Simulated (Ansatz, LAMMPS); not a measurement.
# Structural relaxation of amorphous poly(p-phenylene) (as short chains C38H30), from a frame at 300 K (204 atoms)

Aim: bring amorphous poly(p-phenylene) (as short chains C38H30), from a frame at 300 K (204 atoms) to a nearby minimum of the energy and see what moves.

Program: Ansatz 0.2.0. Level of theory: Kohn-Sham DFT, PBE+D3(BJ), PAW (set soft_2), plane waves. Results are calculated unless marked as measured.

### Step 1. Set-up

The cell holds 204 atoms: 114 C and 90 H. Its edges and angles: a = 12.642 Å, b = 12.642 Å, c = 12.642 Å, α = 90.0°, β = 90.0°, γ = 90.0°. 3 poly(p-phenylene) chains of 6 units with methyl end groups placed at random, at 1.2 g/cm³; overlaps pushed apart, then 20 ps at 800 K with MMFF94 bonds, angles, torsions, charges and radii (Halgren, J. Comput. Chem. 17, 490 (1996)) in harmonic and 12-6 forms. Snapshot after 30 ps at 300 K and fixed volume.

Limits known from the start: The network of contacts between molecules at the start is that of the classical potential that made the cell. The density was typed from a rule of thumb and may lie off the real one at this temperature. The Brillouin zone is sampled at Γ only, in a cell whose shortest periodic width is 13 Å.

### Step 2. Single point at the start

A single point comes first, to see the forces before anything moves.

The input, input.yaml:

```yaml
crystal:
  lattice:
    - [12.64167, 0.0, 0.0]
    - [0.0, 12.64167, 0.0]
    - [0.0, 0.0, 12.64167]
  atoms:
    - { symbol: C, position: [0.54645, 0.38292, 0.90408] }
    - { symbol: C, position: [0.5385, 0.26673, 0.87139] }
    - { symbol: C, position: [0.62484, 0.20412, 0.86427] }
    - { symbol: C, position: [0.61594, 0.10813, 0.81415] }
    [... 194 atom lines left out ...]
    - { symbol: H, position: [0.38971, 0.13294, 0.0995] }
    - { symbol: H, position: [0.62539, 0.88728, 0.06696] }
    - { symbol: H, position: [0.49949, 0.77834, 0.97461] }
    - { symbol: H, position: [0.55097, 0.16181, 0.16954] }
    - { symbol: H, position: [0.65098, 0.05228, 0.17925] }
    - { symbol: H, position: [0.63823, 0.13006, 0.06114] }
kpoints:
  mp_grid: { grid: [1, 1, 1] }
hamiltonian:
  xc: pbe
  dispersion: d3bj
scf:
  occupations: { method: fixed }
output:
  forces: true
  stress: true
  populations: intrinsic
  dos:
    method: { smearing: { sigma: 0.15 } }
    de: 0.1
    projected: { site_lists: { C: [C], H: [H] } }
  eigenvalues: true
```

The run is started by

```
$ ansatz run input.yaml --threads 4 --pin off --max-ram 8192MiB --backend cpu --events-out ev --progress --plain --runs-dir out
```

Wall time 35 s (4 threads of Intel Xeon Platinum 8488C (Sapphire Rapids), shared host); peak memory 2.8 GiB.

Read from the output:

| Property | Result |
| --- | --- |
| free energy | -30044.9193 eV |
| free energy per atom | -147.2790 eV/atom |
| SCF cycles | 9 |
| pressure | 4.248 GPa |
| r.m.s. force component | 1.012 eV/Å |
| longest force | 5.504 eV/Å |
| Fermi energy | 0.9114 eV |
| gap (highest filled to lowest empty level) | 2.562 eV |

The r.m.s. force component of 1.0 eV/Å and the pressure of 4.2 GPa set the starting point.

Neighbours are counted within 1.85 Å (C-C), 1.34 Å (C-H).

Length of the force by element and coordination:

| element | coordination | atoms | mean length of the force (eV/Å) | spread | least | most |
| --- | --- | --- | --- | --- | --- | --- |
| C | all | 114 | 1.87 | 0.960 | 0.257 | 5.50 |
| C | 3 | 108 | 1.84 | 0.938 | 0.257 | 5.50 |
| C | 4 | 6 | 2.40 | 1.18 | 0.687 | 4.34 |
| H | all | 90 | 0.988 | 0.619 | 0.183 | 3.12 |

### Step 3. Relaxation

With the cell held, the atoms are moved downhill towards a nearby minimum.

input.yaml, the sections that differ from step 2:

```yaml
output:
  forces: true
relax:
  f_tol: 0.05
  max_steps: 200
# crystal, kpoints, hamiltonian, scf: as in step 2
```

It took 2.6 min on 4 threads; peak memory 2.5 GiB.

The steps of the relaxation:

| step | energy less that of the first step (eV) | largest force component (eV/Å) |
| --- | --- | --- |
| 1 | 0.0000 | 5.2929 |
| 2 | -6.7825 | 1.9336 |
| 3 | -8.1205 | 0.5323 |
| 4 | -8.3724 | 0.2373 |
| 5 | -8.4961 | 0.0574 |
| 6 | -8.5500 | 0.1211 |
| 7 | -8.5713 | 0.1562 |
| 8 | -8.5846 | 0.1130 |
| 9 | -8.5967 | 0.0667 |
| 10 | -8.6013 | 0.0522 |
| 11 | -8.6068 | 0.0309 |

The atoms that moved most (Å):

| atom | dx | dy | dz | length |
| --- | --- | --- | --- | --- |
| H62 | 0.423 | -0.541 | 0.810 | 1.062 |
| H63 | 0.388 | -0.569 | 0.737 | 1.008 |
| H64 | -0.411 | 0.187 | -0.800 | 0.918 |
| H111 | 0.424 | -0.759 | -0.158 | 0.883 |
| H65 | -0.374 | 0.030 | -0.713 | 0.806 |
| H51 | -0.772 | -0.151 | 0.090 | 0.792 |
| H110 | 0.208 | -0.716 | -0.214 | 0.776 |
| H182 | -0.602 | -0.367 | -0.052 | 0.707 |

The relaxation changed the energy by -42.2 meV/atom, and atoms moved by 0.37 Å r.m.s., 1.1 Å at most.

### Step 4. Structure statistics after relaxation

Bonds before and after, by the cutoffs listed below:

| pair | bonds before | bonds after | mean before (Å) | mean after (Å) | spread before (Å) | spread after (Å) |
| --- | --- | --- | --- | --- | --- | --- |
| C-C | 129 | 129 | 1.402 | 1.413 | 0.040 | 0.032 |
| C-H | 90 | 90 | 1.084 | 1.091 | 0.030 | 0.003 |

Density 1.2 g/cm³, 9.903 Å³ an atom.

g(r), total and by pair (bins of 0.2 Å):

| r (Å) | total | C-C | C-H | H-H |
| --- | --- | --- | --- | --- |
| 1.00 | 2.91 | 0.00 | 5.90 | 0.00 |
| 1.20 | 0.09 | 0.00 | 0.19 | 0.00 |
| 1.40 | 2.40 | 7.67 | 0.00 | 0.00 |
| 1.60 | 0.08 | 0.27 | 0.00 | 0.00 |
| 1.80 | 0.22 | 0.00 | 0.00 | 1.14 |
| 2.00 | 0.06 | 0.00 | 0.00 | 0.29 |
| 2.20 | 1.55 | 0.00 | 2.73 | 1.02 |
| 2.40 | 1.33 | 2.67 | 0.03 | 2.46 |
| 2.60 | 0.77 | 1.02 | 0.55 | 0.91 |
| 2.80 | 1.14 | 0.86 | 1.47 | 0.78 |
| 3.00 | 0.64 | 0.35 | 0.81 | 0.69 |
| 3.20 | 0.58 | 0.10 | 0.77 | 0.87 |
| 3.40 | 1.18 | 0.28 | 1.84 | 0.95 |
| 3.60 | 0.73 | 0.73 | 0.69 | 0.84 |
| 3.80 | 1.33 | 1.78 | 1.18 | 1.03 |
| 4.00 | 1.03 | 0.72 | 1.26 | 0.96 |
| 4.20 | 0.98 | 0.92 | 1.02 | 1.04 |
| 4.40 | 1.17 | 1.37 | 0.95 | 1.41 |
| 4.60 | 1.02 | 0.87 | 1.08 | 1.08 |
| 4.80 | 1.00 | 1.08 | 1.00 | 0.90 |
| 5.00 | 1.19 | 1.04 | 1.32 | 1.06 |
| 5.20 | 0.97 | 1.15 | 0.89 | 0.92 |
| 5.40 | 0.90 | 0.99 | 0.88 | 0.81 |
| 5.60 | 0.88 | 0.88 | 0.92 | 0.81 |
| 5.80 | 1.02 | 1.00 | 1.01 | 1.09 |
| 6.00 | 0.97 | 1.02 | 0.95 | 0.96 |
| 6.20 | 0.94 | 0.97 | 0.90 | 1.01 |

Bonds by pair of elements; cutoffs follow the first minimum of g(r), held within bounds set by covalent radii, and pairs that aren't listed don't count as bonded:

| pair A-B | cutoff (Å) | bonds | mean length (Å) | spread (Å) | shortest (Å) | B about A | A about B |
| --- | --- | --- | --- | --- | --- | --- | --- |
| C-C | 1.85 | 129 | 1.41 | 0.032 | 1.38 | 2.26 | 2.26 |
| C-H | 1.34 | 90 | 1.09 | 0.003 | 1.09 | 0.789 | 1 |

How many atoms have how many bonded neighbours:

| element | mean | 1 | 3 | 4 |
| --- | --- | --- | --- | --- |
| C | 3.05 | 0 | 108 | 6 |
| H | 1 | 90 | 0 | 0 |

Bond angles, per cent of each kind in bins of 5°:

| angle (°) | C-C-C | C-C-H | H-C-H |
| --- | --- | --- | --- |
| 105–110 | 0.0 | 0.0 | 100.0 |
| 110–115 | 0.0 | 11.1 | 0.0 |
| 115–120 | 28.3 | 85.2 | 0.0 |
| 120–125 | 70.6 | 3.7 | 0.0 |
| 125–130 | 1.1 | 0.0 | 0.0 |

Bond angles (no mean is given where the spread exceeds 20°):

| angle | count | mean (°) | spread (°) |
| --- | --- | --- | --- |
| C-C-C | 180 | 120 | 1.8 |
| C-C-H | 162 | 118 | 2.6 |
| H-C-H | 18 | 108 | 0.7 |

Bond length by coordination (bonds to H left out):

| element | coordination | atoms | mean bond length (Å) |
| --- | --- | --- | --- |
| C | 3 | 108 | 1.41 |
| C | 4 | 6 | 1.50 |

Rings of the network by King's shortest-path rule, up to 12 atoms, one path for each pair of neighbours; H, halogens, alkali and alkaline-earth atoms are left out, and the last column divides by all other atoms, bonded or not:

| ring size (atoms) | rings | per network atom |
| --- | --- | --- |
| 6 | 18 | 0.158 |

With the cutoffs above, 95 % of C atoms have 3 and all H atoms have 1 bonded neighbour. The C-C-C angle averages 120° with a spread of 1.8°. All rings counted have 6 atoms.

### Step 5. Single point at the relaxed geometry

The electronic structure is read at the final geometry, in a run of its own.

The input, input.yaml:

```yaml
crystal:
  lattice:
    - [12.64167, 0.0, 0.0]
    - [0.0, 12.64167, 0.0]
    - [0.0, 0.0, 12.64167]
  atoms:
    - { symbol: C, position: [0.54096, 0.38886, 0.92048] }
    - { symbol: C, position: [0.53313, 0.2786, 0.87687] }
    - { symbol: C, position: [0.6222, 0.21283, 0.87314] }
    - { symbol: C, position: [0.6169, 0.11151, 0.83101] }
    [... 194 atom lines left out ...]
    - { symbol: H, position: [0.4169, 0.1464, 0.09213] }
    - { symbol: H, position: [0.64415, 0.89376, 0.1042] }
    - { symbol: H, position: [0.5153, 0.7735, 0.02005] }
    - { symbol: H, position: [0.58486, 0.16388, 0.20012] }
    - { symbol: H, position: [0.6804, 0.06184, 0.19638] }
    - { symbol: H, position: [0.66256, 0.14633, 0.08518] }
kpoints:
  mp_grid: { grid: [1, 1, 1] }
hamiltonian:
  xc: pbe
  dispersion: d3bj
scf:
  occupations: { method: fixed }
output:
  forces: true
  stress: true
  populations: true
  dos:
    method: { smearing: { sigma: 0.15 } }
    de: 0.1
    projected: { site_lists: { C: [C], H: [H] } }
  eigenvalues: true
  write_density: true
  write_potential: true
  volumetric_format: npy
```

It took 34 s on 4 threads; peak memory 2.8 GiB; 2 min of CPU time.

The run gave:

- free energy: -30053.5260 eV
- free energy per atom: -147.3212 eV/atom
- SCF cycles: 9
- pressure: 0.2146 GPa
- r.m.s. force component: 0.00794 eV/Å
- longest force: 0.03493 eV/Å
- Fermi energy: 1.043 eV
- gap (highest filled to lowest empty level): 2.444 eV
- spilling of the projection: 0.01129

Löwdin charges by element and coordination (they lack the spilled electrons, 0.030 e an atom on average):

| element | coordination | atoms | mean charge (e) | spread | least | most |
| --- | --- | --- | --- | --- | --- | --- |
| C | all | 114 | -0.093 | 0.115 | -0.456 | 0.0691 |
| C | 3 | 108 | -0.073 | 0.0804 | -0.144 | 0.0691 |
| C | 4 | 6 | -0.452 | 0.0035 | -0.456 | -0.445 |
| H | all | 90 | 0.186 | 0.0081 | 0.160 | 0.206 |

States in the cell by windows of 1 eV, zero at the Fermi level; the larger projections on atomic orbitals stand beside the total:

| from (eV) | to (eV) | total | C p | H s | C s |
| --- | --- | --- | --- | --- | --- |
| -10 | -9 | 37.9 | 20.7 | 5.4 | 11.2 |
| -9 | -8 | 17.1 | 11.5 | 3.0 | 2.2 |
| -8 | -7 | 16.7 | 12.1 | 2.8 | 1.5 |
| -7 | -6 | 43.3 | 31.9 | 6.8 | 4.0 |
| -6 | -5 | 76.1 | 55.1 | 16.2 | 3.8 |
| -5 | -4 | 53.2 | 42.8 | 9.2 | 0.7 |
| -4 | -3 | 60.1 | 49.8 | 9.4 | 0.5 |
| -3 | -2 | 30.8 | 25.1 | 5.4 | 0.2 |
| -2 | -1 | 43.4 | 42.7 | 0.4 | 0.2 |
| -1 | 0 | 20.3 | 19.8 | 0.3 | 0.1 |
| 0 | 1 | 1.4 | 1.3 | 0.0 | 0.0 |
| 1 | 2 | 0.0 | 0.0 | 0.0 | 0.0 |
| 2 | 3 | 7.9 | 7.5 | 0.1 | 0.0 |
| 3 | 4 | 38.5 | 35.1 | 0.7 | 0.4 |
| 4 | 5 | 24.6 | 19.1 | 2.1 | 0.8 |

With fixed occupations the program's Fermi level is the highest filled level; weight inside the gap is the broadening of levels at its edges.

Between -18 and -10 eV lie 146 more states.

The levels nearest the highest filled one (over half full), pooled over k-points and spins:

| level less the highest filled one (eV) | occupation |
| --- | --- |
| -0.589 | 2 |
| -0.381 | 2 |
| -0.302 | 2 |
| -0.162 | 2 |
| -0.13 | 2 |
| 0 | 2 |
| 2.44 | 0 |
| 2.73 | 0 |
| 2.79 | 0 |
| 2.90 | 0 |
| 3.12 | 0 |
| 3.26 | 0 |

Mean Löwdin charges: C -0.09, H +0.19 e (they miss 1.1 % of the electrons, so they add up to more than the cell's charge). The largest share in the top eV of filled states is C p (98 % of the projected weight), and in the lowest eV of empty states C p (97 % of the projected weight).

1 further run on a deliberately doubtful input is not shown.

### Step 6. What came out

```yaml
energy_change_in_the_relaxation: -42.19 meV/atom
r_m_s_displacement: 0.371 Å
largest_displacement: 1.062 Å
free_energy_per_atom: -147.3212 eV/atom
pressure: 0.2146 GPa
r_m_s_force_component: 0.00794 eV/Å
spacing_of_highest_filled_and_lowest_empty_level: 2.444 eV
wall_time_of_the_3_dft_runs: 3.8 min
```

In words: Relaxation lowers the energy by 42.2 meV/atom and moves atoms by 0.37 Å r.m.s.; the r.m.s. force component goes from 1.0 to 0.0079 eV/Å, the pressure goes from 4.2 to 0.21 GPa, and the gap from 2.56 to 2.44 eV. By the final cutoffs no bond was broken or made. From the first step to the last the energy fell by 8.607 eV, and the largest move was 1.06 Å (H62). The C-C bonds change most in mean length: from 1.402 Å (spread 0.040) to 1.413 Å (spread 0.032). With the cutoffs above, 95 % of C atoms have 3 and all H atoms have 1 bonded neighbour. The highest filled and lowest empty levels differ by 2.44 eV (at Γ alone); a semilocal functional tends to put such gaps too low. It is the spacing of short capped chains, not of the long polymer. In a disordered cell it changes from sample to sample, and tail or defect levels can set it.

What to keep in mind: The network of contacts between molecules at the start is that of the classical potential that made the cell; DFT moved the atoms only locally, and no bond changed.

[Logs are printed without paths, hosts, clocks, repeated set-up lines and the standing remarks that a program may print on its own settings, such as how far it seeks lower states.]

[Hosts, paths, dates, database ids (printed as entryN), source tags and the programs' standing remarks are cut or masked in the printed files.]

[The MMFF94 radii named for the starting cell were scaled by 0.96; in molecules described by MMFF94, hydrogen bound to N, O or S took a small fixed 12-6 site in their place.]
